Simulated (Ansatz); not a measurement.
# How many bands does the GW gap of BN (P6_3/mmc) need?

Wanted: a G0W0 gap for BN (P6_3/mmc) that is converged in bands and cutoff, or an estimate of the limit.

Calculated with Ansatz 0.2.0; G0W0 on PBE, plane waves, PAW.

## (1) Set-up

The structure is hexagonal, space group P6_3/mmc (No. 194). The conventional cell has a = 2.504 Å, b = 2.504 Å, c = 6.661 Å, α = 90.00°, β = 90.00°, γ = 120.00°. Nearest to B lie 3 N at 1.45 Å. N has 3 B at 1.45 Å nearest. Farther neighbours and most contacts between anions are not listed.

The cell and positions come from the Crystallography Open Database and are kept as given unless a step says otherwise.

## (2) 150 empty bands, screening to 150 eV

G0W0 replaces the xc potential by the self-energy, built once from these orbitals. Only a window of levels is corrected, while the sums run over the empty bands that the input names. This step takes hard PAW files.

input.yaml reads:

```yaml
crystal:
  lattice:
    - [2.50399, 0.0, 0.0]
    - [-1.251995, 2.1685189508, 0.0]
    - [0.0, 0.0, 6.6612]
  atoms:
    - { symbol: B, position: [0.3333333333, 0.6666666667, 0.25] }
    - { symbol: B, position: [0.6666666667, 0.3333333333, 0.75] }
    - { symbol: "N", position: [0.3333333333, 0.6666666667, 0.75] }
    - { symbol: "N", position: [0.6666666667, 0.3333333333, 0.25] }
kpoints:
  mp_grid: { grid: [12, 12, 4] }
hamiltonian:
  xc: pbe
  pseudopotentials: { kind: paw, source: ansatz }
scf:
  occupations: { method: fixed }
gw:
  n_empty_bands: 150
  ecut_chi: 150
  qp_bands: [v2, c2]
  qp_kpoints: band_edges
  screening: { model: contour_deformation }
```

Started as:

```
ansatz run input.yaml --threads 3 --pin off --max-ram 92160MiB --backend cuda --events-out ev --progress --plain --runs-dir out --devices 1 --max-vram 13GiB
```

Numbers of over 12 decimals in the logs are rounded to 6 here.

Output:

```text
GPUs: using 1 of 1 available (devices: 1).
Engine: ansatz 0.2.0, x86_64-unknown-linux-gnu
Pseudopotentials: kind: paw
Pseudopotential: B, paw, valence charge 3, recommended cutoff 710 eV (normal), B.paw.azcp
Pseudopotential: N, paw, valence charge 5, recommended cutoff 870 eV (normal), N.paw.azcp
Functional definition: PBE
  parameter kappa = 0.804
  parameter beta = 0.066725
  exchange = pbe_x(kappa = kappa, mu = beta*pi^2/3)
  correlation = pbe_c(beta = beta)
device memory: the entry about to start is reckoned to put 1.3 GiB on a device that reports 32.6 GiB free (of which the cap on the GPU budget leaves the run 13.0 GiB)
GPU FFT provider: cuFFT
GPU libraries: cuBLAS 13.8.2, cuFFT 12.4.0, cuSOLVER 12.3.4
Crystal: 4 atoms, lattice volume = 36.170 Å³
Basis set: ecut = 870 eV, 2061 PW (Γ)
Bands: 12, of which v1, the nominal top of the filled ones, is band 8 counted from 1 (7 counted from 0)
Symmetry: 24 space group operations
Space group: P63/mmc (ITA 194), of the structure as read, at distance tolerance 3.3e-5 Å
k-points: 57 of 576
Non-local potential: B, projectors of the file, l = 0: 3, l = 1: 2
Non-local potential: N, projectors of the file, l = 0: 2, l = 1: 2, l = 2: 1, l = 3: 1
PAW form: soft (Blöchl's): semilocal exchange-correlation on the pseudo side does not see the compensation charge
PAW one-centre angular grid: B, 110 points (default); XC on 64 Gauss nodes
PAW one-centre angular grid: N, 194 points (default); XC on 64 Gauss nodes
Initial density: superposition of atomic densities (chi_scale 0.1, normalization cell, long waves kept (reshape's long-wave potential 0.01 eV rms))
Initial wavefunctions: pseudopotential atomic-orbital guess
GPU buffer pool allocated for 45000 grid points (all kernels)
GPU transforms: local potential and band sums: pruned to the plane-wave sphere, on 25×25×72
Functional: x = pbe(κ = 0.804, μ = 0.219515), c = pbe(β = 0.066725)
SCF iter   1: F=—  HF=-1087.424310 eV  |F-HF|=—  |Δ(HF+E_count)|=         —  Δρ=1.53e-1  dr2=8.02e0  ethr=3.10e-3  ⟨swp⟩=5.4  Hψ=3927  notcnv=0  defer=112
preconditioner: auto → none  [insulator: Δε(μ)=5.773 eV  Ē_g=17.026 eV  n_scr=4 (ndim 8)  ℏωp=24.7 eV  f_vac=0.000  ε∞_Penn≈3.1]
SCF iter   2: F=—  HF=-1085.035089 eV  |F-HF|=—  |Δ(HF+E_count)|=    2.39e0  Δρ=6.67e-2  dr2=8.76e-1  ethr=3.10e-3  ⟨swp⟩=3.2  Hψ=1965  notcnv=0  defer=111
SCF iter   3: F=—  HF=-1084.796832 eV  |F-HF|=—  |Δ(HF+E_count)|=   2.38e-1  Δρ=2.24e-2  dr2=1.08e-1  ethr=3.10e-3  ⟨swp⟩=3.2  Hψ=1660  notcnv=0  defer=113
SCF iter   4: F=—  HF=-1084.788136 eV  |F-HF|=—  |Δ(HF+E_count)|=   8.70e-3  Δρ=9.60e-3  dr2=2.08e-2  ethr=6.75e-4  ⟨swp⟩=2.0  Hψ=805  notcnv=0  defer=114
SCF iter   5: F=—  HF=-1084.786531 eV  |F-HF|=—  |Δ(HF+E_count)|=   1.60e-3  Δρ=1.73e-3  dr2=6.71e-4  ethr=1.30e-4  ⟨swp⟩=2.9  Hψ=1236  notcnv=0  defer=114
SCF iter   6: F=—  HF=-1084.786570 eV  |F-HF|=—  |Δ(HF+E_count)|=   3.91e-5  Δρ=2.29e-4  dr2=1.26e-5  ethr=4.19e-6  ⟨swp⟩=3.0  Hψ=1246  notcnv=0  defer=114
SCF iter   7: F=-1084.786571 eV  HF=-1084.786571 eV  |F-HF|=6.40e-9  |Δ(HF+E_count)|=   2.29e-7  Δρ=1.21e-5  dr2=3.48e-8  ethr=6.25e-10  ⟨swp⟩=5.3  Hψ=4154  notcnv=0
SCF 1 converged in 7 iterations: F = -1084.786571 eV  dr2 = 3.48e-8
  greatest PAW one-centre occupation: 0.397 electrons in one spin orbital (limit 2), on the N atom at site 2 (counted from 0), in its partial waves of l = 0
device memory: the entry about to start is reckoned to put 1.3 GiB (of the 1.5 GiB reckoned in all, the device holds 0.1 GiB already) on a device that reports 37.8 GiB free (of which the cap on the GPU budget leaves the run 12.9 GiB)
NSCF: frozen V_eff on 57 k-points, pencils in batches of 32, up to order 48
the band table was solved once the SCF had ended and its energy, with any forces and stress, was formed, with the checks that follow a solve (4946 applications of the Hamiltonian). They found nothing against the state; the energy, forces and stress were not computed again (output.eigenvalues in the input reference)
device memory: the entry about to start is reckoned to put 4.2 GiB on a device that reports 39.2 GiB free (of which the cap on the GPU budget leaves the run 13.0 GiB)
NSCF: frozen V_eff on 57 k-points
G₀W₀ screening: q 1/57
[... further progress lines ...]
SCF converged after 7 iterations
Free energy (F): -1084.786571 eV
Harris-Foulkes:  -1084.786571 eV  (|F-HF|=6.40e-9)
Internal energy: -1084.786571 eV  (E = F + TS)
E sigma→0 (E₀):  -1084.786571 eV
Fermi energy:    4.701860 eV
--- Per-component energies (eV) ---
  E_band       = -38.672693
  E_kinetic    = 446.789373
  E_local      = -749.174182  (includes V_loc(G=0)·N_el)
  E_nonlocal   = 88.811984
  E_hartree    = 225.585168
  E_xc         = -211.497184
  E_vxc        = -257.450372  (∫ρ·V_xc dr)
  E_paw        = -387.426509  (= ΣΔE_a)
  E_vpaw       = -18.815862  (= ΣTr[D̂ρ^β])
  E_aug_tail   = 0.000003  (compensation charges beyond the density's cutoff)
  E_ewald      = -497.875223
  E_smearing   = -0.000000  (= −TS)
  E_closure    = -0.000000  (closes the sum)
  Σ components = -1084.786571   (vs F -1084.786571, Δ=0.00e0)
--- Band table (eV; the first three rows and the last of 57) ---
  k-point 0: bands = [... 4 lower, 3.3674, 3.3674, 3.4032, 3.4032, 9.9481, 14.9833, 16.2630, 16.2630]
  k-point 1: bands = [... 4 lower, 3.3726, 3.3726, 3.3980, 3.3980, 10.6415, 14.0879, 16.2802, 16.2802]
  k-point 2: bands = [... 4 lower, 3.3852, 3.3852, 3.3852, 3.3852, 12.2964, 12.2964, 16.3223, 16.3223]
  k-point 56: bands = [... 4 lower, -2.4487, -2.4487, 4.7019, 4.7019, 9.3520, 9.3520, 16.7208, 16.7208]
--- G₀W₀: contour deformation, 6 samples at zero and on the imaginary axis and 2 off it, 576 q-points, 150 empty bands' worth ---
  eigenvalues of the whole cell's RPA ε∞ on this k-mesh (on a slab, of 1 + 4πα/V) = 2.5162, 4.5336, 4.5336; static W/v taken at q = 0 is 0.262907
  bands read: the sum over 158 bands ends inside a degenerate multiplet in 3 slots, whose members it reads at an even weight; the widest, k=0: bands 158 to 159 (counted from 1) at 1/2 each
  gw.qp_kpoints: band_edges: 24 of 57 stored k-points solved, in 2 passes; an edge of the gap read off the rows below is read off those points alone
    valence top: of the k-points left out ik 49 came nearest to being solved in a further pass, in band 8 (counted from 1, as in the quasiparticle table): it holds the edge there only if its correction is more favourable than any solved in that band by at least 0.663 eV; those differ by 0.259 eV
    conduction bottom: of the k-points left out ik 44 came nearest to being solved in a further pass, in band 9 (counted from 1, as in the quasiparticle table): it holds the edge there only if its correction is more favourable than any solved in that band by at least 0.773 eV; those differ by 0.586 eV
    ik  band        ε_KS         Σx   Σc(E_QP)       V_xc       Z   E_QP_lin       E_QP  E_QP is
     0     7      3.4032   -23.6255     3.2668   -19.2170  0.7940     2.2474     2.2615  root
     0     8      3.4032   -23.6255     3.2668   -19.2170  0.7940     2.2474     2.2615  root
     0     9      9.9481    -4.9499    -3.9312    -9.1283  0.8396    10.1959    10.1954  root
     0    10     14.9833    -7.8046    -5.6096   -14.3404  0.7502    15.9305    15.9094  root
     2     7      3.3852   -23.6115     3.2725   -19.1935  0.7939     2.2256     2.2399  root
     2     8      3.3852   -23.6115     3.2725   -19.1935  0.7939     2.2256     2.2399  root
     2     9     12.2964    -6.3396    -4.4630   -11.3607  0.8131    12.8582    12.8545  root
     2    10     12.2964    -6.3396    -4.4630   -11.3607  0.8131    12.8582    12.8545  root
     3     7      3.1068   -23.5230     3.3321   -19.0255  0.7923     1.9261     1.9414  root
     3     8      3.1468   -23.5567     3.3209   -19.0781  0.7925     1.9741     1.9891  root
     3     9     10.1961    -4.9400    -3.9469    -9.1422  0.8388    10.4520    10.4514  root
     3    10     14.8936    -7.9698    -5.6407   -14.5599  0.7476    15.8650    15.8429  root
     5     7      3.1267   -23.5400     3.3268   -19.0517  0.7923     1.9500     1.9651  root
     5     8      3.1267   -23.5400     3.3268   -19.0517  0.7923     1.9500     1.9651  root
     5     9     12.4734    -6.3778    -4.4856   -11.4369  0.8114    13.0508    13.0468  root
     5    10     12.4734    -6.3778    -4.4856   -11.4369  0.8114    13.0508    13.0468  root
    15     7      2.5691   -18.6895     2.9389   -14.5964  0.7698     1.3925     1.4150  root
    15     8      3.9150   -20.3763     2.7263   -16.6685  0.7765     2.9212     2.9335  root
    15     9      9.7830    -6.2374    -4.4844   -11.4315  0.8120    10.4981    10.4927  root
    15    10     10.9947    -7.9544    -4.8255   -13.7297  0.7912    11.9568    11.9445  root
    16     7      2.7557   -18.8797     2.8984   -14.8476  0.7712     1.6013     1.6220  root
    16     8      3.7077   -20.0652     2.7469   -16.3061  0.7760     2.6822     2.6956  root
    16     9      9.8626    -6.4405    -4.4612   -11.6212  0.8112    10.5876    10.5821  root
    16    10     10.7145    -7.6393    -4.6851   -13.2094  0.7971    11.6093    11.5994  root
[...]
55     7      4.6627   -20.4520     2.4849   -17.0522  0.7826     3.7384     3.7477  root
    55     8      4.6627   -20.4520     2.4849   -17.0522  0.7826     3.7384     3.7477  root
    55     9      9.4559    -6.3845    -4.6226   -11.7853  0.8078    10.2404    10.2340  root
    55    10      9.4559    -6.3845    -4.6226   -11.7853  0.8078    10.2404    10.2340  root
    56     7      4.7019   -20.6016     2.4991   -17.1921  0.7824     3.7824     3.7915  root
    56     8      4.7019   -20.6016     2.4991   -17.1921  0.7824     3.7824     3.7915  root
    56     9      9.3520    -6.1734    -4.5978   -11.5276  0.8098    10.1144    10.1084  root
    56    10      9.3520    -6.1734    -4.5978   -11.5276  0.8098    10.1144    10.1084  root
```

Run time: 2.7 min. Hardware: 1 × NVIDIA H100 80GB HBM3 (shared by 6 runs) with 3 threads of AMD EPYC 7R13 (Zen 3), shared host; peak memory 1.6 GiB; 4.8 min of CPU time.

In the SCF lines HF is the Harris–Foulkes energy and dr2 the Hartree energy of the density residual, in eV; the loop may stop once dr2 is under the threshold and the program's other checks hold. Hψ counts applications of the Hamiltonian.

This step gave:

```yaml
bands_summed: 158
rpa_eps_infinity_on_this_mesh_eigenvalues: 2.516, 4.534, 4.534
plane_waves_in_the_screening_matrix: 151
q_points_in_the_mesh: 576
g0w0_gap_on_the_mesh: 5.830 eV
k_of_the_valence_top: 0.3333, 0.3333, -0.5
k_of_the_conduction_bottom: 0, -0.5, 0
starting_gap_on_the_mesh: 4.287 eV
z_at_the_valence_top: 0.7824
z_at_the_conduction_bottom: 0.8201
least_direct_g0w0_gap_on_the_computed_points: 6.313 eV
```

The gap on the mesh goes from 4.29 eV to 5.83 eV, a correction of +1.54 eV. Between the two edge states, bare exchange in place of the xc potential would open the gap by 8.38 eV, and correlation takes back 6.83 eV.

## (3) 324 empty bands, screening to 250 eV

Another rung: the empty bands reach about as high as the screening cutoff, so the two stay in balance.

input.yaml, as its differences from that of step 2:

```diff
@@ -18,4 +18,4 @@
 gw:
-  n_empty_bands: 150
-  ecut_chi: 150
+  n_empty_bands: 324
+  ecut_chi: 250
   qp_bands: [v2, c2]
```

Output:

```text
GPUs: using 1 of 1 available (devices: 1).
[...]
GPU FFT provider: cuFFT
GPU libraries: cuBLAS 13.8.2, cuFFT 12.4.0, cuSOLVER 12.3.4
Crystal: 4 atoms, lattice volume = 36.170 Å³
Basis set: ecut = 870 eV, 2061 PW (Γ)
Bands: 12, of which v1, the nominal top of the filled ones, is band 8 counted from 1 (7 counted from 0)
Symmetry: 24 space group operations
[...]
k-points: 57 of 576
[...]
GPU buffer pool allocated for 45000 grid points (all kernels)
[...]
SCF iter   1: F=—  HF=-1087.424310 eV  |F-HF|=—  |Δ(HF+E_count)|=         —  Δρ=1.53e-1  dr2=8.02e0  ethr=3.10e-3  ⟨swp⟩=5.4  Hψ=3927  notcnv=0  defer=112
[...]
SCF iter   7: F=-1084.786571 eV  HF=-1084.786571 eV  |F-HF|=6.40e-9  |Δ(HF+E_count)|=   2.29e-7  Δρ=1.21e-5  dr2=3.48e-8  ethr=6.25e-10  ⟨swp⟩=5.3  Hψ=4154  notcnv=0
SCF 1 converged in 7 iterations: F = -1084.786571 eV  dr2 = 3.48e-8
[...]
NSCF: frozen V_eff on 57 k-points, pencils in batches of 32, up to order 48
[...]
NSCF: frozen V_eff on 57 k-points
G₀W₀ screening: q 1/57
[... further progress lines ...]
SCF converged after 7 iterations
Free energy (F): -1084.786571 eV
[...]
Internal energy: -1084.786571 eV  (E = F + TS)
E sigma→0 (E₀):  -1084.786571 eV
Fermi energy:    4.701860 eV
[...]
--- Band table (eV; the first three rows and the last of 57) ---
  k-point 0: bands = [... 4 lower, 3.3674, 3.3674, 3.4032, 3.4032, 9.9481, 14.9833, 16.2630, 16.2630]
  k-point 1: bands = [... 4 lower, 3.3726, 3.3726, 3.3980, 3.3980, 10.6415, 14.0879, 16.2802, 16.2802]
  k-point 2: bands = [... 4 lower, 3.3852, 3.3852, 3.3852, 3.3852, 12.2964, 12.2964, 16.3223, 16.3223]
  k-point 56: bands = [... 4 lower, -2.4487, -2.4487, 4.7019, 4.7019, 9.3520, 9.3520, 16.7208, 16.7208]
[...]
0     7      3.4032   -23.6255     2.9621   -19.2170  0.7924     1.9334     1.9569  root
     0     8      3.4032   -23.6255     2.9621   -19.2170  0.7924     1.9334     1.9569  root
     0     9      9.9481    -4.9499    -4.0129    -9.1283  0.8391    10.1139    10.1137  root
     0    10     14.9833    -7.8046    -5.8143   -14.3404  0.7474    15.7184    15.7047  root
     2     7      3.3852   -23.6115     2.9686   -19.1935  0.7923     1.9123     1.9359  root
     2     8      3.3852   -23.6115     2.9686   -19.1935  0.7923     1.9123     1.9359  root
     2     9     12.2964    -6.3396    -4.5968   -11.3607  0.8118    12.7228    12.7207  root
     2    10     12.2964    -6.3396    -4.5968   -11.3607  0.8118    12.7228    12.7207  root
[...]
56     7      4.7019   -20.6016     2.2741   -17.1921  0.7795     3.5518     3.5666  root
    56     8      4.7019   -20.6016     2.2741   -17.1921  0.7795     3.5518     3.5666  root
    56     9      9.3520    -6.1734    -4.6758   -11.5276  0.8094    10.0352    10.0305  root
    56    10      9.3520    -6.1734    -4.6758   -11.5276  0.8094    10.0352    10.0305  root
```

Wall time 5.5 min (1 × NVIDIA H100 80GB HBM3 (shared by 6 runs) with 3 threads); peak memory 2.8 GiB; 10 min of CPU time.

This step gave:

- bands summed: 332
- RPA ε∞ on this mesh (eigenvalues): 2.515, 4.525, 4.525
- plane waves in the screening matrix: 335
- q-points in the mesh: 576
- G0W0 gap on the mesh: 5.984 eV
- k of the valence top: 0.3333, 0.3333, -0.5
- k of the conduction bottom: 0, -0.5, 0
- starting gap on the mesh: 4.287 eV
- Z at the valence top: 0.7795
- Z at the conduction bottom: 0.8197
- least direct G0W0 gap on the computed points: 6.455 eV

Against the run with 12×12×4 mesh, 150 empty bands, screening to 150 eV, hard PAW files, the gap moves by +0.15 eV.

## (4) Changing the k mesh: 18×18×6 mesh, 150 empty bands, screening to 150 eV, hard PAW files

Only the mesh changes. It samples the long-range screening, which converges on its own terms. Bands and cutoff differ from the step before, so it is read against an earlier run that matches them.

input.yaml, as its differences from that of step 3:

```diff
@@ -11,3 +11,3 @@
 kpoints:
-  mp_grid: { grid: [12, 12, 4] }
+  mp_grid: { grid: [18, 18, 6] }
 hamiltonian:
@@ -18,4 +18,4 @@
 gw:
-  n_empty_bands: 324
-  ecut_chi: 250
+  n_empty_bands: 150
+  ecut_chi: 150
   qp_bands: [v2, c2]
```

Output:

```text
GPUs: using 1 of 1 available (devices: 1).
[...]
GPU FFT provider: cuFFT
GPU libraries: cuBLAS 13.8.2, cuFFT 12.4.0, cuSOLVER 12.3.4
Crystal: 4 atoms, lattice volume = 36.170 Å³
Basis set: ecut = 870 eV, 2061 PW (Γ)
Bands: 12, of which v1, the nominal top of the filled ones, is band 8 counted from 1 (7 counted from 0)
Symmetry: 24 space group operations
[...]
k-points: 148 of 1944
[...]
3    10     12.2964    -6.3407    -4.4618   -11.3607  0.8132    12.8583    12.8546  root
[...]
147     7      4.7019   -20.5948     2.4935   -17.1921  0.7825     3.7837     3.7927  root
   147     8      4.7019   -20.5948     2.4935   -17.1921  0.7825     3.7837     3.7927  root
   147     9      9.3520    -6.1792    -4.5928   -11.5276  0.8100    10.1136    10.1077  root
   147    10      9.3520    -6.1792    -4.5928   -11.5276  0.8100    10.1136    10.1077  root
[key lines of the parts left out:]
SCF converged after 7 iterations
Free energy (F): -1084.786572 eV
Fermi energy:    4.739248 eV
```

It took 12 min on 1 × NVIDIA H100 80GB HBM3 (shared by 6 runs) with 3 threads; peak memory 2.9 GiB.

Numbers from this step:

* bands summed: 158
* RPA ε∞ on this mesh (eigenvalues): 2.516, 4.534, 4.534
* plane waves in the screening matrix: 151
* G0W0 gap on the mesh: 5.781 eV
* k of the valence top: 0.2778, 0.3333, 0
* k of the conduction bottom: 0, -0.5, 0
* starting gap on the mesh: 4.249 eV
* least direct G0W0 gap on the computed points: 6.311 eV

Against the run with 12×12×4 mesh, 150 empty bands, screening to 150 eV, hard PAW files, the gap moves by −0.05 eV, while the start moved by −0.04 eV. A band edge is found at another k point on this mesh.

## (5) Side by side

Times are wall times on 1 × NVIDIA H100 80GB HBM3 (shared by 6 runs) with 3 threads of AMD EPYC 7R13 (Zen 3), shared host, good to a factor of about two.

```tsv
mesh	files	frequency	bands summed	cutoff (eV)	start (eV)	G0W0 (eV)	time	host memory (GiB)
12×12×4	hard PAW	contour deformation	158	150	4.287	5.830	2.7 min	1.6
12×12×4	hard PAW	contour deformation	332	250	4.287	5.984	5.5 min	2.8
18×18×6	hard PAW	contour deformation	158	150	4.249	5.781	12 min	2.9
```

How the two edges are built up, in eV (the quasiparticle level is the starting level plus Σx plus Σc less Vxc):

```tsv
run	edge	start	Σx	Σc	Vxc	Z	QP
158 bands	valence top	4.70	-20.60	2.50	-17.19	0.78	3.79
158 bands	conduction bottom	8.99	-5.80	-4.34	-10.77	0.82	9.62
332 bands	valence top	4.70	-20.60	2.27	-17.19	0.78	3.57
332 bands	conduction bottom	8.99	-5.80	-4.41	-10.77	0.82	9.55
```

## (6) What came out

```
158 bands, 150 eV                   : 5.830 eV
332 bands, 250 eV                   : 5.984 eV
estimated limit in bands and cutoff : 6.12 eV
mesh and start                      : 12×12×4, PBE
```

A line in one over the bands through the two rungs gives 6.12 eV, +0.14 eV from the top rung; with two points alone it is an unchecked estimate. The rungs stand 0.29 eV (158 bands) and 0.14 eV (332 bands) from it. From 158 to 332 bands the gap moves by +0.15 eV while the time grows 2.1-fold. Σc changes by −0.23 eV at the valence top and −0.07 eV at the conduction bottom, so the valence edge carries most of the change. On the 18×18×6 mesh in place of 12×12×4 the gap differs by −0.05 eV, of which −0.04 eV is already in the start. Gaps are over the mesh's points; an edge off the mesh would be missed.

[Paths, hosts, dates, memory and timing lines, banners, echoed tables and standing remarks are left out of the program output.]

[Logs are printed without paths, hosts, clocks, repeated set-up lines and the standing remarks that a program may print on its own settings, such as how far it seeks lower states.]

[Runs of the session that timed out or met a known fault of the program may be left out.]

[Cells called generated may have been cut or substituted from an entry of the Crystallography Open Database or the Materials Project.]

[Hosts, paths, dates, database ids (printed as entryN), source tags and the programs' standing remarks are cut or masked in the printed files.]
